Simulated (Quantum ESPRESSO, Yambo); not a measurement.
# Quasiparticle gap of Al2O3 (Corundum) in Yambo, part 2 of 3

Wanted: ground state, empty states, screening and self-energy for Al2O3 (Corundum).

Quantum ESPRESSO 7.5 and Yambo 5.3.0; PBE and many-body steps on it, plane waves. Known limits of the many-body steps: not at the basis limit.

So far. Step 2 (Ground state): The gap is direct, at Γ. Step 3 (Bands along the symmetry lines): The gap is 6.266 eV, as in the run before at this level.

**4. Empty states on the mesh, 4×4×4 mesh, 149 bands**

Level of this step: DFT, PBE, plane waves, norm-conserving pseudopotentials (Quantum ESPRESSO).

The sums over transitions need many empty states on a uniform mesh; this step solves for them.

Contents of pw.in:

```
&control
  calculation = 'nscf'
  prefix = 'x'
  outdir = 'o'
  pseudo_dir = 'pseudo'
/
&system
  ibrav = 0
  nat = 10
  ntyp = 2
  ecutwfc = 72.0
  nbnd = 149
  force_symmorphic = .true.
/
&electrons
  conv_thr = 1e-9
  electron_maxstep = 80
  diago_full_acc = .true.
  diago_thr_init = 5e-6
/
ATOMIC_SPECIES
  Al 26.982 Al.upf
  O 15.999 O.upf
CELL_PARAMETERS angstrom
  2.3802500000 1.3742379782 4.3318666667
  -2.3802500000 1.3742379782 4.3318666667
  -0.0000000000 -2.7484759565 4.3318666667
ATOMIC_POSITIONS crystal
  Al 0.3521600000 0.3521600000 0.3521600000
  Al 0.1478400000 0.1478400000 0.1478400000
  Al 0.6478400000 0.6478400000 0.6478400000
  Al 0.8521600000 0.8521600000 0.8521600000
  O 0.5566800000 0.9433200000 0.2500000000
  O 0.2500000000 0.5566800000 0.9433200000
  O 0.9433200000 0.2500000000 0.5566800000
  O 0.4433200000 0.0566800000 0.7500000000
  O 0.7500000000 0.4433200000 0.0566800000
  O 0.0566800000 0.7500000000 0.4433200000
K_POINTS automatic
  4 4 4 0 0 0
```

Launch:

```bash
$ OMP_NUM_THREADS=1 mpirun -n 4 pw.x -nk 4 -in pw.in > pw.out
```

The log of the run:

```text
[banner, memory and clock lines left out]
Program PWSCF v.7.5 starts

     Atomic positions and unit cell read from directory:
     o/x.save/

     Message from routine setup:
     using ibrav=0 with symmetry is DISCOURAGED, use correct ibrav instead

     G-vector sticks info

     bravais-lattice index     =            0
     lattice parameter (alat)  =       9.6947  a.u.
     unit-cell volume          =     573.7299 (a.u.)^3
     number of atoms/cell      =           10
     number of atomic types    =            2
     number of electrons       =        48.00
     number of Kohn-Sham states=          149
     kinetic-energy cutoff     =      72.0000  Ry
     charge density cutoff     =     288.0000  Ry
     Exchange-correlation= PBE
                           (   1   4   3   4   0   0   0)

     celldm(1)=   9.694717  celldm(2)=   0.000000  celldm(3)=   0.000000
     celldm(4)=   0.000000  celldm(5)=   0.000000  celldm(6)=   0.000000

     crystal axes: (cart. coord. in units of alat)
               a(1) = (   0.463966   0.267871   0.844382 )
               a(2) = (  -0.463966   0.267871   0.844382 )
               a(3) = (  -0.000000  -0.535742   0.844382 )

     reciprocal axes: (cart. coord. in units 2 pi/alat)
               b(1) = (  1.077665  0.622190  0.394766 )
               b(2) = ( -1.077665  0.622190  0.394766 )
               b(3) = (  0.000000 -1.244380  0.394766 )
     Pseudo is Norm-conserving + core correction, Zval =  3.0
     Generated using ONCVPSP code by D. R. Hamann
     Using radial grid of 1876 points,  6 beta functions with:
     Pseudo is Norm-conserving + core correction, Zval =  6.0
     Generated using ONCVPSP code by D. R. Hamann
     Using radial grid of  936 points,  5 beta functions with:
     Al                3.00    26.98200     Al( 1.00)
     O                 6.00    15.99900     O ( 1.00)

      6 Sym. Ops., with inversion, found

   Cartesian axes

     site n.     atom                  positions (alat units)
         1        Al     tau(   1) = (   0.0000000  -0.0000000   0.8920724  )
         2        Al     tau(   2) = (  -0.0000000  -0.0000000   0.3745002  )
         3        Al     tau(   3) = (   0.0000000  -0.0000000   1.6410728  )
         4        Al     tau(   4) = (   0.0000000  -0.0000000   2.1586450  )
         5        O      tau(   5) = (  -0.1793879   0.2678710   1.4776680  )
         6        O      tau(   6) = (  -0.1422891  -0.2892900   1.4776680  )
         7        O      tau(   7) = (   0.3216770   0.0214190   1.4776680  )
         8        O      tau(   8) = (   0.1793879  -0.2678710   1.0554772  )
         9        O      tau(   9) = (   0.1422891   0.2892900   1.0554772  )
        10        O      tau(  10) = (  -0.3216770  -0.0214190   1.0554772  )

     number of k points=    14
                       cart. coord. in units 2pi/alat
        k(    1) = (   0.0000000   0.0000000   0.0000000), wk =   0.0312500
        k(    2) = (   0.0000000  -0.3110950   0.0986915), wk =   0.1875000
        k(    3) = (   0.0000000   0.6221900  -0.1973831), wk =   0.0937500
[...]
k(   13) = (   0.0000000   0.0000000  -0.5921492), wk =   0.0312500
        k(   14) = (  -0.2694162  -0.7777375   0.0986915), wk =   0.1875000

     Dense  grid:    47361 G-vectors     FFT dimensions: (  54,  54,  54)

     The potential is recalculated from file :
     o/x.save/charge-density

     Starting wfcs are   40 randomized atomic wfcs +  109 random wfcs

     Band Structure Calculation

     End of band structure calculation

          k = 0.0000 0.0000 0.0000 (  5879 PWs)   bands (ev):

   -11.4506  -9.1143  -8.8348  -8.8348  -8.5172  -8.5172   0.8371   1.8374
     2.1856   2.1856   3.3122   3.4095   3.4095   4.4160   4.7721   6.2886
     6.2886   6.4231   6.4231   7.2304   7.2304   7.6741   7.6741   7.7188
[...]
[... 7 further rows ...]
[...]
73.1724  73.2622  73.2622  73.5261  73.6143

          k = 0.0000-0.3111 0.0987 (  5911 PWs)   bands (ev):

[...]
[... 7 further rows ...]
[...]
72.0707  72.5780  73.2443  73.8557  73.9951

          k = 0.0000 0.6222-0.1974 (  5936 PWs)   bands (ev):

[...]
42.9313  42.9313  43.3330  43.3330  44.7271  44.7271  45.6981  45.6981
     [... 7 further rows ...]
    70.0221  70.0221  70.5239  70.5239  71.4869  71.4869  71.8868  71.8868
    74.0770  74.0770  74.7208  74.7208  74.9683

          k =-0.2694-0.1555 0.1974 (  5916 PWs)   bands (ev):

     [... further k-points ...]

     highest occupied, lowest unoccupied level (ev):     7.7188   13.9851

     XML data file, pseudopotentials, collected wavefunctions
```

Run time: 57 s. Hardware: 4 MPI ranks of Arm Neoverse V1, shared host; peak memory 0.55 GiB.

Numbers from this step:

- gap: 6.266 eV
- k of the valence top: 0, 0, 0
- k of the conduction bottom: 0, 0, 0
- least direct gap: 6.266 eV
- k points computed: 14
- lowest point of the top converged band, above the valence top: 65.7497 eV

On this mesh the gap is 6.266 eV.

**5. Conversion and set-up**

This step: Yambo 5.3.0; conversion and set-up on PBE, plane waves, norm-conserving pseudopotentials.

The states are converted to the many-body program's format and the q mesh is built.

Launch:

```bash
$ (cd o/x.save; p2y > p2y.log; mv SAVE ../..); yambo > setup.log
```

The log of the run:

```text
 Yambo, version 5.3.0

 [02] CORE Variables Setup
 =========================

  [02.01] Unit cells
  ==================

  Cell kind             :  Unknown
  Atoms in the cell     :  Al  O
  number of Al atoms    :   4
  number of O  atoms    :   6

  List of atomic masses
  Mass of Al    :  26.98200
  Mass of O     :  15.99900

  List of atomic coordinates    : [cc]
  Al1       :  0.35418E-16 -0.66549E-10   8.6484      order 1
  Al2       : -0.25722E-16 -0.27938E-10   3.6307      order 2
  Al3       :  0.25306E-15 -0.12242E-09   15.910      order 3
  Al4       :  0.16026E-16 -0.16104E-09   20.927      order 4
  O1       :  -1.73911   2.59693  14.32557  order 5
  O2       :  -1.37945  -2.80458  14.32557  order 6
  O3       :   3.11857   0.20765  14.32557  order 7
  O4       :   1.73911  -2.59693  10.23255  order 8
  O5       :   1.37945   2.80458  10.23255  order 9
  O6       :  -3.11857  -0.20765  10.23255  order 10

  Alat factors          :  8.186042  8.186042  8.186042 [a.u.]
  Direct lattice volume :  573.7299 [a.u.]
  Direct lattice vectors:  A[ 1 ]  A[ 2 ]  A[ 3 ]
   A[ 1 ]:  0.549474  0.317239  1.000000  [iru]
   4.498021  2.596933  8.186042  [cc]
   A[ 2 ]: -0.549474  0.317239  1.000000  [iru]
  -4.498021  2.596933  8.186042  [cc]
   A[ 3 ]: -0.000000 -0.634478  1.000000  [iru]
  -0.000000 -5.193867  8.186042  [cc]

  Recip. lattice volume :  0.432347 [a.u.]
  Recip. lattice vectors:  B[ 1 ]  B[ 2 ]  B[ 3 ]
   B[ 1 ]:  0.909960  0.525366  0.333333  [iku]
   0.698439  0.403244  0.255850  [cc]
   B[ 2 ]: -0.909960  0.525366  0.333333  [iku]
  -0.698439  0.403244  0.255850  [cc]
   B[ 3 ]:  0.21995E-16  -1.0507      0.33333      [iku]
   0.16882E-16 -0.80649      0.25585      [cc]

  [02.02] Symmetries
  ==================

  Inversion symmetry    : yes
  Spatial inversion     : yes
  Inversion index       :   4
  K-space Time-reversal : no
  Magnetic symmetries   : no
  Group table correct   : yes
  Symmetries units      :  [cc]

   [S 1]:   1.0000     -0.16236E-16  0.43647E-16 -0.30775E-17   1.0000      0.18004E-16  0.50243E-17 -0.82779E-17   1.0000
   [S 2]: -0.50000      0.86603      0.43647E-16 -0.86603     -0.50000      0.18004E-16 -0.66640E-11 -0.11542E-10   1.0000
   [S 3]: -0.50000     -0.86603      0.43647E-16  0.86603     -0.50000      0.18004E-16  0.66640E-11 -0.11542E-10   1.0000
   [S 4]:  -1.0000      0.16236E-16 -0.43647E-16  0.30775E-17  -1.0000     -0.18004E-16 -0.50243E-17  0.82779E-17  -1.0000
   [S 5]:  0.50000     -0.86603     -0.43647E-16  0.86603      0.50000     -0.18004E-16  0.66640E-11  0.11542E-10  -1.0000
   [S 6]:  0.50000      0.86603     -0.43647E-16 -0.86603      0.50000     -0.18004E-16 -0.66640E-11  0.11542E-10  -1.0000

  [02.03] Reciprocal space
  ========================

  nG shells         :   3318
  nG charge         :   47361
  nG WFs            :   7186
  nC WFs            :   5940
  G-vecs. in first 80 shells:  [ Number ]
[...]
K [12]         [rlu]:  0.250000 -0.500000 -0.250000
[...]
K [13]         [rlu]: -0.500000 -0.500000 -0.500000
         WF components:   5908
  K [14]         [rlu]: -0.25000      0.51824E-17  0.50000
         WF components:   5916

  [02.05] Energies & Occupations
  ==============================

  [X] === General ===
  [X] Electronic Temperature                        :  0.000000  0.000000 [eV K]
  [X] Bosonic    Temperature                        :  0.000000  0.000000 [eV K]
  [X] Finite Temperature mode                       : no
  [X] El. density                                   :  0.56459E+24 [cm-3]
  [X] Fermi Level                                   :  7.718765 [eV]

  [X] === Gaps and Widths ===
  [X] Conduction Band Min                           :  6.266285 [eV]
  [X] Valence Band Max                              :  0.000000 [eV]
  [X] Filled Bands                                  :  24
  [X] Empty Bands                                   :   25  149
  [X] Direct Gap                                    :  6.266285 [eV]
  [X] Direct Gap localized at k                     :  1
  [X] Indirect Gap                                  :  6.266285 [eV]
  [X] Indirect Gap between kpts                     :  1  1
  [X] Last valence band width                       :  0.549059 [eV]
  [X] 1st conduction band width                     :  3.582157 [eV]

  E @ K [ 1]:  [eV]
  -19.16936 -16.83304 -16.55356 -16.55356 -16.23599 -16.23599  -6.88165  -5.88140
[...]
occ @ K [ 1]
[...]
E @ K [ 2]:  [eV]
[...]
occ @ K [ 2]
[...]
E @ K [ 3]:  [eV]
[...]
occ @ K [ 3]
[...]
E @ K [ 8]:  [eV]
[...]
occ @ K [ 8]
[...]
E @ K [ 9]:  [eV]
[...]
occ @ K [ 9]
[...]
E @ K [10]:  [eV]
[...]
occ @ K [10]
[...]
E @ K [11]:  [eV]
[...]
occ @ K [11]
[...]
E @ K [12]:  [eV]
[...]
occ @ K [12]
[...]
E @ K [13]:  [eV]
[...]
occ @ K [13]
[...]
E @ K [14]:  [eV]
[...]
occ @ K [14]
[...]
0.000000  0.000000  0.000000  0.000000  0.000000  0.000000  0.000000  0.000000
   0.000000  0.000000  0.000000  0.000000  0.000000  0.000000  0.000000  0.000000

 [03] Transferred momenta grid and indexing
 ==========================================

 IBZ Q-points                                      :  14
 BZ  Q-points                                      :   64

 K/Q-points units:
 rlu = crystal or reduced units; cc = cartesian coordinates; iku = interal k-units

 Q [ 1]         [rlu]:  0.000000  0.000000  0.000000
 Q [ 2]         [rlu]: -0.13482E-16 -0.27360E-16  0.25000
 Q [ 3]         [rlu]:  0.26965E-16  0.54720E-16 -0.50000
[...]
Q [ 8]         [rlu]:  0.250000  0.250000  0.250000
 Q [ 9]         [rlu]:  0.250000  0.250000  0.500000
 Q [10]         [rlu]:  0.250000  0.250000 -0.250000
 Q [11]         [rlu]:  0.250000  0.500000  0.500000
 Q [12]         [rlu]:  0.250000  0.500000  0.750000
 Q [13]         [rlu]: -0.500000 -0.500000 -0.500000
 Q [14]         [rlu]: -0.25000      0.44742E-17 -0.50000

  [03.01] X indexes
  =================

   [03.01.01] Sigma indexes
   ========================

 [06] Game Over & Game summary
```

Run time: 2.6 s. Hardware: 1 MPI rank; peak memory 0.25 GiB.

(Part 2 of 3 ends here.)

[Paths, hosts, dates, memory and timing lines, banners, echoed tables and standing remarks are left out of the program output.]

[Logs are printed without paths, hosts, clocks, repeated set-up lines and the standing remarks that a program may print on its own settings, such as how far it seeks lower states.]

[Runs of the session that timed out or met a known fault of the program may be left out.]

[Hosts, paths, dates, database ids (printed as entryN), source tags and the programs' standing remarks are cut or masked in the printed files.]
